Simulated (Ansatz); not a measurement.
## Σ3 (111) boundary in fcc Cu: structure and resistance

How much does the Σ3 (111) boundary in fcc Cu reflect electrons?

Method: Ansatz plane-wave DFT, PBE, PAW files; relaxation of a bicrystal slab with its lowest layers held; PAW set soft_1, in the first sound run; inputs show where later runs differ, in Ansatz 0.2.0.

## 1. The structure

The cell holds 10 atoms: 10 Cu. Cell: a = 2.556 Å, b = 2.556 Å, c = 29.784 Å, α = 90.0°, β = 90.0°, γ = 120.0°. It derives from Cu. built on the (1 1 1) plane; 1 overlapping atoms removed and the grains opened by 0 Å. Vacuum lies along c.

## 2. Relaxing the bicrystal

The boundary is built by mirroring the lower grain in the boundary plane and removing any atoms that overlap. A thin bicrystal slab is relaxed first, with the lowest layers held and the upper grain free to shift and open.

File input.yaml:

```yaml
crystal:
  lattice:
    - [2.5561627297, 0.0, 0.0]
    - [-1.2780813649, 2.2137018601, 0.0]
    - [0.0, 0.0, 29.7838831619]
  atoms:
    - { symbol: Cu, position: [0.6666666666, 0.3333333333, 0.1678760279] }
    - { symbol: Cu, position: [0.9999999999, 1.0, 0.2379507766] }
    - { symbol: Cu, position: [0.3333333333, 0.6666666666, 0.3080255254] }
    - { symbol: Cu, position: [0.6666666666, 0.3333333333, 0.3781002741] }
    - { symbol: Cu, position: [0.0, 0.0, 0.4481750228] }
    - { symbol: Cu, position: [0.6666666666, 0.3333333333, 0.5182497716] }
    - { symbol: Cu, position: [0.3333333333, 0.6666666666, 0.5883245203] }
    - { symbol: Cu, position: [0.9999999999, 1.0, 0.6583992691] }
    - { symbol: Cu, position: [0.6666666666, 0.3333333333, 0.7284740178] }
    - { symbol: Cu, position: [0.3333333332, 0.6666666666, 0.7985487665] }
kpoints:
  mp_grid: { grid: [10, 10, 1] }
hamiltonian:
  xc: pbe
  pseudopotentials: { kind: paw, azcp: { folder: soft_1 } }
scf:
  occupations: { method: fermi_dirac, width: 0.1 }
relax:
  f_tol: 0.03
  max_steps: 80
  constraints: [{ sites: [0, 1] }]
```

Command:

```sh
> ansatz run input.yaml --threads 4 --pin off --max-ram 15360MiB --backend cpu --events-out ev --progress --plain --runs-dir out
```

Numbers of over 12 decimals in the logs are rounded to 6 here.

What it wrote:

```text
Engine: ansatz 0.2.0, aarch64-unknown-linux-gnu
Pseudopotentials: kind: paw
Pseudopotential: Cu, paw, valence charge 19, recommended cutoff 420 eV (normal), soft_1/Cu.paw.azcp
Functional definition: PBE
  parameter kappa = 0.804
  parameter beta = 0.066725
  exchange = pbe_x(kappa = kappa, mu = beta*pi^2/3)
  correlation = pbe_c(beta = beta)
Crystal: 10 atoms, lattice volume = 168.535 Å³
Basis set: ecut = 420 eV, 3357 PW (Γ), exchange–correlation on 36×36×400 points (8 copies of the dense FFT grid, shifted against one another)
Bands: 114, of which v1, the nominal top of the filled ones, is band 95 counted from 1 (94 counted from 0)
Symmetry: 6 space group operations
Space group: P3m1 (ITA 156), of the structure as read, at distance tolerance 5.5e-5 Å
k-points: 14 of 100 (time reversal used)
Non-local potential: Cu, projectors of the file, l = 0: 3, l = 1: 2, l = 2: 3, l = 3: 1
PAW form: soft (Blöchl's): semilocal exchange-correlation on the pseudo side does not see the compensation charge
PAW one-centre angular grid: Cu, 590 points (default); XC on 64 Gauss nodes
Initial density: superposition of atomic densities (neutral atoms: chi_scale 0, normalization atom)
Initial wavefunctions: pseudopotential atomic-orbital guess
Functional: x = pbe(κ = 0.804, μ = 0.219515), c = pbe(β = 0.066725)
SCF iter   1: F=—  HF=-66259.732787 eV  |F-HF|=—  |Δ(HF+E_count)|=         —  Δρ=2.22e-1  dr2=4.99e1  ethr=3.10e-3  ⟨swp⟩=5.6  Hψ=5561  notcnv=0  defer=41
preconditioner: auto → LDOS  [metal: Δε(μ)=0.024 eV  Ē_g=8.664 eV  σ=0.100 eV  W_gap=0.06  n_scr=26 (ndim 8)  ℏωp=30.0 eV  f_vac=0.285  D(μ)=5.16/eV (n_scr^D=22)  β→1.0]
SCF iter   2: F=—  HF=-66313.884434 eV  |F-HF|=—  |Δ(HF+E_count)|=    5.42e1  Δρ=4.53e-1  dr2=1.90e2  ethr=3.10e-3  ⟨swp⟩=4.0  Hψ=5273  notcnv=0  defer=112  recentre
SCF iter   3: F=—  HF=-66251.560229 eV  |F-HF|=—  |Δ(HF+E_count)|=    6.23e1  Δρ=5.77e-2  dr2=3.78e0  ethr=3.10e-3  ⟨swp⟩=4.0  Hψ=4319  notcnv=0  defer=115
SCF iter   4: F=—  HF=-66250.955020 eV  |F-HF|=—  |Δ(HF+E_count)|=   6.05e-1  Δρ=2.08e-2  dr2=3.97e-1  ethr=1.99e-3  ⟨swp⟩=2.0  Hψ=2671  notcnv=0  defer=117
SCF iter   5: F=—  HF=-66250.885147 eV  |F-HF|=—  |Δ(HF+E_count)|=   6.99e-2  Δρ=6.11e-3  dr2=3.76e-2  ethr=2.09e-4  ⟨swp⟩=2.0  Hψ=2690  notcnv=0  defer=117
SCF iter   6: F=—  HF=-66250.889166 eV  |F-HF|=—  |Δ(HF+E_count)|=   4.02e-3  Δρ=2.06e-3  dr2=4.20e-3  ethr=1.98e-5  ⟨swp⟩=2.0  Hψ=2329  notcnv=0  defer=117
SCF iter   7: F=—  HF=-66250.890794 eV  |F-HF|=—  |Δ(HF+E_count)|=   1.63e-3  Δρ=8.89e-4  dr2=6.67e-4  ethr=2.21e-6  ⟨swp⟩=2.0  Hψ=2247  notcnv=0  defer=117
SCF iter   8: F=—  HF=-66250.891447 eV  |F-HF|=—  |Δ(HF+E_count)|=   6.53e-4  Δρ=3.83e-4  dr2=3.34e-4  ethr=3.51e-7  ⟨swp⟩=2.4  Hψ=2458  notcnv=0  defer=117
SCF iter   9: F=—  HF=-66250.891430 eV  |F-HF|=—  |Δ(HF+E_count)|=   1.60e-5  Δρ=1.73e-4  dr2=9.75e-5  ethr=1.76e-7  ⟨swp⟩=2.1  Hψ=1982  notcnv=0  defer=117
SCF iter  10: F=-66250.891421 eV  HF=-66250.891428 eV  |F-HF|=6.41e-6  |Δ(HF+E_count)|=   2.89e-6  Δρ=6.61e-5  dr2=1.13e-5  ethr=1.18e-8  ⟨swp⟩=2.9  Hψ=5612  notcnv=0
SCF 1 converged in 10 iterations: F = -66250.891421 eV  dr2 = 1.13e-5
  greatest PAW one-centre occupation: 1.000 electrons in one spin orbital (limit 2), on the Cu atom at site 0 (counted from 0), in its partial waves of l = 0
relax step   1: F+E_penalty+E_count = -66250.89142118 eV  Δ(F+E_penalty+E_count) = +0.000e0 eV  max|allowed force component| = 4.857e-2 eV/Å  Δτ_max = 0.0000 Å  (10 SCF iters, dr2 threshold 2.25e-5 eV, accepted)
Initial density: handed on by an earlier stage of this run
Initial wavefunctions: those handed on with the density
iter 1 solved again at ethr=2.68e-7 eV; its pass at ethr=3.10e-3 eV (dr2=5.08e-4 eV) is discarded
SCF iter   1: F=—  HF=-66250.892104 eV  |F-HF|=—  |Δ(HF+E_count)|=         —  Δρ=6.63e-4  dr2=5.09e-4  ethr=2.68e-7  ⟨swp⟩=2.4  Hψ=4848  notcnv=0  defer=118
preconditioner: auto → LDOS  [metal: Δε(μ)=0.056 eV  Ē_g=9.523 eV  σ=0.100 eV  W_gap=0.14  n_scr=26 (ndim 8)  ℏωp=30.0 eV  f_vac=0.284  D(μ)=3.66/eV (n_scr^D=18)  β→1.0]
SCF iter   2: F=—  HF=-66250.891952 eV  |F-HF|=—  |Δ(HF+E_count)|=   1.52e-4  Δρ=2.07e-4  dr2=1.30e-4  ethr=2.68e-7  ⟨swp⟩=2.1  Hψ=2676  notcnv=0  defer=118
SCF iter   3: F=—  HF=-66250.891940 eV  |F-HF|=—  |Δ(HF+E_count)|=   1.21e-5  Δρ=1.92e-4  dr2=3.73e-5  ethr=6.83e-8  ⟨swp⟩=2.0  Hψ=2255  notcnv=0  defer=118
SCF iter   4: F=—  HF=-66250.891931 eV  |F-HF|=—  |Δ(HF+E_count)|=   9.64e-6  Δρ=1.31e-4  dr2=1.79e-5  ethr=1.96e-8  ⟨swp⟩=2.4  Hψ=2746  notcnv=0  defer=118
SCF iter   5: F=—  HF=-66250.891928 eV  |F-HF|=—  |Δ(HF+E_count)|=   2.85e-6  Δρ=3.45e-5  dr2=1.15e-6  ethr=9.41e-9  ⟨swp⟩=2.0  Hψ=2185  notcnv=0  defer=118
SCF iter   6: F=—  HF=-66250.891928 eV  |F-HF|=—  |Δ(HF+E_count)|=   1.67e-7  Δρ=1.29e-5  dr2=1.69e-7  ethr=6.06e-10  ⟨swp⟩=2.0  Hψ=2331  notcnv=0  defer=118
SCF iter   7: F=-66250.891928 eV  HF=-66250.891928 eV  |F-HF|=1.17e-8  |Δ(HF+E_count)|=   1.85e-8  Δρ=3.00e-6  dr2=1.95e-8  ethr=5.26e-11  ⟨swp⟩=4.1  Hψ=5094  notcnv=0
SCF 2 converged in 7 iterations: F = -66250.891928 eV  dr2 = 1.95e-8
relax step   2: F+E_penalty+E_count = -66250.89192751 eV  Δ(F+E_penalty+E_count) = -5.063e-4 eV  max|allowed force component| = 2.927e-2 eV/Å  Δτ_max = 0.0064 Å  (7 SCF iters, accepted)
SCF converged after 7 iterations
Free energy (F): -66250.891928 eV
Harris-Foulkes:  -66250.891928 eV  (|F-HF|=1.17e-8)
Internal energy: -66250.770425 eV  (E = F + TS)
E sigma→0 (E₀):  -66250.831176 eV
Entropy (-TS):   -0.121502 eV (-12.150 meV/atom)
Fermi energy:    10.071758 eV
--- Per-component energies (eV) ---
  E_band       = -4852.770360
  E_kinetic    = 2615.692041
  E_local      = -306114.580325  (includes V_loc(G=0)·N_el)
  E_nonlocal   = 8903.889848
  E_hartree    = 149025.707470
  E_xc         = -687.653793
  E_vxc        = -887.724191  (∫ρ·V_xc dr)
  E_paw        = -18153.955103  (= ΣΔE_a)
  E_vpaw       = -7421.511797  (= ΣTr[D̂ρ^β])
  E_aug_tail   = 0.009762  (compensation charges beyond the density's cutoff)
  E_ewald      = 98160.119676
  E_smearing   = -0.121502  (= −TS)
  E_closure    = -0.000000  (closes the sum)
  Σ components = -66250.891928   (vs F -66250.891928, Δ=0.00e0)
--- Forces (eV/Å), atoms counted from 1 ---
  atom   1  Cu     0.00000000    -0.00000000     0.02233154
  atom   2  Cu    -0.00000000    -0.00000000    -0.00311223
  atom   3  Cu     0.00000000     0.00000000    -0.02817509
  atom   4  Cu     0.00000000     0.00000000    -0.00607588
  atom   5  Cu    -0.00000000     0.00000000    -0.01462781
  atom   6  Cu     0.00000000     0.00000000     0.02926876
  atom   7  Cu    -0.00000000     0.00000000    -0.01133087
  atom   8  Cu     0.00000000    -0.00000000     0.02847199
  atom   9  Cu     0.00000000    -0.00000000    -0.00445516
  atom  10  Cu     0.00000000    -0.00000000    -0.01232608
  max |Σ_I F_I| component: 3.08e-5 eV/Å
--- Relaxed structure (2 steps of the walk, 2 accepted, 0 SCFs on fresh bases) ---
  F+E_penalty+E_count = -66250.89192751 eV   max|allowed force component| = 2.927e-2 eV/Å
  atoms:
    - { symbol: Cu, position: [0.666667, 0.333333, 0.1678760279] }
    - { symbol: Cu, position: [1.0, 1.000000, 0.237951] }
    - { symbol: Cu, position: [0.333333, 0.666667, 0.307899] }
    - { symbol: Cu, position: [0.666667, 0.333333, 0.378013] }
    - { symbol: Cu, position: [-2.5907346534180246e-17, -1.8501574440486258e-17, 0.448171] }
    - { symbol: Cu, position: [0.666667, 0.333333, 0.518412] }
    - { symbol: Cu, position: [0.333333, 0.666667, 0.588483] }
    - { symbol: Cu, position: [1.0, 1.000000, 0.658616] }
    - { symbol: Cu, position: [0.666667, 0.333333, 0.728583] }
    - { symbol: Cu, position: [0.333333, 0.666667, 0.798584] }
```

The job ended after 18 s (4 threads of Arm Neoverse V1, shared host; peak memory 0.73 GiB; 67 s of CPU time).

The steps of the relaxation:

```csv
step,energy less that of the first step (eV),largest force component (eV/Å)
1,0.0000,0.0486
2,-0.0005,0.0293
```

The run keeps the 6 symmetry operations that it works with, so distortions that break them were not tested.

Numbers from this step:

| Item | Value |
| --- | --- |
| free energy | -66250.8919 eV |
| energy at zero smearing | -66250.8312 eV |
| Fermi energy | 10.07 eV |

The largest force component on a free atom ends at 0.029 eV/Å, under the tolerance of 0.03, after 2 steps.

[end of part 1 of 3]

[Logs are printed without paths, hosts, clocks, repeated set-up lines and the standing remarks that a program may print on its own settings, such as how far it seeks lower states.]

[Hosts, paths, dates, database ids (printed as entryN), source tags and the programs' standing remarks are cut or masked in the printed files.]
